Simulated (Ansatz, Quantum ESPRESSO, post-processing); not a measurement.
# Conductance against width: vacuum gaps between two Rh(111) faces, part 2 of 2

How fast does transmission decay with width? The series: vacuum gaps between two Rh(111) faces.

Quantum ESPRESSO 7.5; plane-wave DFT, PBEsol, GBRV ultrasoft pseudopotentials; cross-check by Ansatz 0.2.0 with PAW datasets.

So far. Step 9 (Transmission with pwcond.x, 5.5 Å): T goes from 0.210 to 0.0242, a factor of 8.7. Step 10 (Cross-check with Ansatz, 5.5 Å): Ansatz finds T = 0.0245 against pwcond's 0.0242.

## 11. Self-consistent run, 6.5 Å

Level of this step: plane-wave DFT, PBEsol, GBRV ultrasoft pseudopotentials (Quantum ESPRESSO 7.5).

j3.scf.in reads:

```
&control
  prefix = 'j3.scf'
  outdir = './out'
  pseudo_dir = './pseudo'
  calculation = 'scf'
  tprnfor = .true.
/
&system
  ibrav = 0
  nat = 18
  ntyp = 1
  ecutwfc = 40
  ecutrho = 200
  occupations = 'smearing'
  smearing = 'mv'
  degauss = 0.01
/
&electrons
  conv_thr = 1e-07
  mixing_beta = 0.25
  electron_maxstep = 120
  mixing_mode = 'local-TF'
/
ATOMIC_SPECIES
  Rh  102.9055  rh_pbesol_v1.4.uspp.F.UPF
CELL_PARAMETERS angstrom
  2.70821897194448 0.00000000000000 0.00000000000000
  1.35410948597224 2.34538642871489 0.00000000000000
  0.00000000000000 0.00000000000000 44.09127602693654
ATOMIC_POSITIONS crystal
  Rh  0.000000000000 0.000000000000 0.000000000000
  Rh  0.333333333000 0.333333333000 0.050151679204
  Rh  0.666666667000 0.666666667000 0.100303358408
  Rh  0.000000000000 0.000000000000 0.150455037612
  Rh  0.333333333000 0.333333333000 0.200606716816
  Rh  0.666666667000 0.666666667000 0.250758396020
  Rh  0.000000000000 0.000000000000 0.300910075224
  Rh  0.333333333000 0.333333333000 0.351061754428
  Rh  0.666666667000 0.666666667000 0.401213433632
  Rh  0.000000000000 0.000000000000 0.548634887164
  Rh  0.333333333000 0.333333333000 0.598786566368
  Rh  0.666666667000 0.666666667000 0.648938245572
  Rh  0.000000000000 0.000000000000 0.699089924776
  Rh  0.333333333000 0.333333333000 0.749241603980
  Rh  0.666666667000 0.666666667000 0.799393283184
  Rh  0.000000000000 0.000000000000 0.849544962388
  Rh  0.333333333000 0.333333333000 0.899696641592
  Rh  0.666666667000 0.666666667000 0.949848320796
K_POINTS automatic
  10 10 1 0 0 0
```

The run is started by

```bash
> OMP_NUM_THREADS=1 mpirun -n 4 pw.x -nk 4 -in j3.scf.in > j3.scf.out
```

Wall time 4.9 min (4 MPI ranks of Arm Neoverse V1, shared host); peak memory 1.4 GiB; 20 min of CPU time.

This step gave:

| Item | Value |
| --- | --- |
| free energy | -41915.2047 eV |
| Fermi energy | 18.15 eV |

## 12. Transmission with pwcond.x, 6.5 Å

j3.cond.in reads:

```
&inputcond
  outdir = './out'
  prefixt = 'j3.scf'
  tran_file = 'j3.cond.dat'
  bdl = 2.4494897417
  bds = 16.2805432230
  ikind = 1
  ewind = 4.0
  epsproj = 1e-05
  nz1 = 7
  energy0 = 0.4
  denergy = -0.4
/
10
  0.00000000 0.00000000 0.01562500
  0.00000000 0.12500000 0.09375000
  0.00000000 0.25000000 0.09375000
  0.00000000 0.37500000 0.09375000
  0.00000000 0.50000000 0.04687500
  0.12500000 0.25000000 0.09375000
  0.12500000 0.37500000 0.18750000
  0.12500000 0.50000000 0.18750000
  0.25000000 0.50000000 0.09375000
  0.25000000 0.62500000 0.09375000
3
```

The run is started by

```bash
> OMP_NUM_THREADS=1 mpirun -n 4 pwcond.x -in j3.cond.in > j3.cond.out
```

It took 71 s on 4 MPI ranks; peak memory 0.29 GiB; 4.7 min of CPU time.

This step gave:

* transmission at the Fermi level, one spin: 0.002395
* conductance: 0.002395 G₀

Per spin; mean over the k mesh across the current. The transmission, zone mean by energy, zero at the Fermi level:

| energy (eV) | transmission, zone mean |
| --- | --- |
| -0.400 | 0.00264 |
| 0.000 | 0.00239 |
| 0.400 | 0.00261 |

The run is unpolarised; a magnetic state was not tried, may lie lower and would change T.

T goes from 0.0242 to 0.00239, a factor of 10.

## 13. The same in Ansatz, 6.5 Å

Level of this step: plane-wave DFT, PBEsol, Ansatz PAW (Ansatz 0.2.0).

input.yaml reads:

```yaml
crystal:
  lattice:
    - [2.7082189719, 0.0, 0.0]
    - [1.354109486, 2.3453864287, 0.0]
    - [0.0, 0.0, 44.0912760269]
  atoms:
    - { symbol: Rh, position: [0.0, 0.0, 0.0] }
    - { symbol: Rh, position: [0.333333333, 0.333333333, 0.0501516792] }
    - { symbol: Rh, position: [0.666666667, 0.666666667, 0.1003033584] }
    - { symbol: Rh, position: [0.0, 0.0, 0.1504550376] }
    - { symbol: Rh, position: [0.333333333, 0.333333333, 0.2006067168] }
    - { symbol: Rh, position: [0.666666667, 0.666666667, 0.250758396] }
    - { symbol: Rh, position: [0.0, 0.0, 0.3009100752] }
    - { symbol: Rh, position: [0.333333333, 0.333333333, 0.3510617544] }
    - { symbol: Rh, position: [0.666666667, 0.666666667, 0.4012134336] }
    - { symbol: Rh, position: [0.0, 0.0, 0.5486348872] }
    - { symbol: Rh, position: [0.333333333, 0.333333333, 0.5987865664] }
    - { symbol: Rh, position: [0.666666667, 0.666666667, 0.6489382456] }
    - { symbol: Rh, position: [0.0, 0.0, 0.6990899248] }
    - { symbol: Rh, position: [0.333333333, 0.333333333, 0.749241604] }
    - { symbol: Rh, position: [0.666666667, 0.666666667, 0.7993932832] }
    - { symbol: Rh, position: [0.0, 0.0, 0.8495449624] }
    - { symbol: Rh, position: [0.333333333, 0.333333333, 0.8996966416] }
    - { symbol: Rh, position: [0.666666667, 0.666666667, 0.9498483208] }
kpoints:
  mp_grid: { grid: [10, 10, 1] }
hamiltonian:
  xc: pbesol
scf:
  occupations: { method: fermi_dirac, width: 0.1 }
  convergence: { dr2_threshold: 1.0e-08 }
output:
  transmission: { leads: [[0, 3]], e_range: [-0.4, 0.4], de: 0.4, kmesh: [8, 8] }
  write_potential: true
  write_density: true
  volumetric_format: npy
  elf: true
```

The run is started by

```bash
> ansatz run input.yaml --threads 4 --pin off --max-ram 16384MiB --backend cpu --events-out ev --progress --plain --runs-dir out
```

Wall time 27 s (4 threads); peak memory 1.6 GiB; 100 s of CPU time.

Numbers from this step:

- free energy: -114095.6019 eV
- energy at zero smearing: -114095.1670 eV
- smearing term TS: 0.8698 eV
- Fermi energy: 19.02 eV
- transmission at the Fermi level, one spin: 0.002448
- step of the lead's Hamiltonian over a period: 5.2 meV

Per spin; mean over the k mesh across the current. The transmission, zone mean by energy, zero at the Fermi level:

| energy (eV) | transmission, zone mean |
| --- | --- |
| -0.400 | 0.00258 |
| 0.000 | 0.00245 |
| 0.400 | 0.00271 |

Ansatz finds T = 0.00245 against pwcond's 0.00239.

## 14. The series side by side

All levels:

| level | T by pwcond | T by Ansatz | lead channels | CPU time (s) |
| --- | --- | --- | --- | --- |
| 3.5 Å | 0.8211 | 0.8022 | 2.062 | 1178 |
| 4.5 Å | 0.2099 | 0.198 | 2.062 | 1344 |
| 5.5 Å | 0.02422 | 0.02446 | 2.062 | 1385 |
| 6.5 Å | 0.002395 | 0.002448 | 2.062 | 1457 |

## 15. Worked from the printed numbers

For the narrowest barrier, the Landauer sum over the mesh, Σ w T = 0.1875 × 1.04 + 0.1875 × 0.841 + 0.0938 × 1.01 + … = 0.8211.

G = 0.821 × 77.48 µS = 63.6 µS a cell. Times the area of 6.352 Å², the resistance-area product is A/G = 0.998 fΩ m², the leads' contact resistance included.

κ = ln(T₁/T₂)/(2Δd) = ln(0.02422/0.002395)/(2 × 1 Å) = 1.16 1/Å.

## 16. Results

| Item | Value |
| --- | --- |
| conductance a cell at 3.5 Å | 0.821 G₀ |
| conductance a cell at 4.5 Å | 0.210 G₀ |
| conductance a cell at 5.5 Å | 0.0242 G₀ |
| conductance a cell at 6.5 Å | 0.00239 G₀ |
| fall of ln T per Å over the last interval | 2.31 |

The conductance goes from 0.821 G₀ at 3.5 Å to 0.00239 G₀ at 6.5 Å (PBEsol, GBRV ultrasoft). Interval by interval ln T falls by 1.36, 2.16 and 2.31 per Å. The last interval gives κ = 1.16 1/Å in T ∝ exp(−2κd), an apparent barrier of (κ/0.512)² = 5.1 eV. Ansatz follows the series within a factor of 1.06. Points with over 2.5 times the mean carry up to 56 % of T, so the means lean on few points, and the mesh was not tested. The geometries are as built, not relaxed, and the leads are short. Semilocal functionals lack the image potential in a vacuum gap.

[Logs are printed without paths, hosts, clocks, repeated set-up lines and the standing remarks that a program may print on its own settings, such as how far it seeks lower states.]

[Hosts, paths, dates, database ids (printed as entryN), source tags and the programs' standing remarks are cut or masked in the printed files.]

[Maps of the electrostatic potential energy from Ansatz leave out the sawtooth potential of an applied field or a dipole correction, so their vacuum need not be flat; planar profiles and work functions include it.]
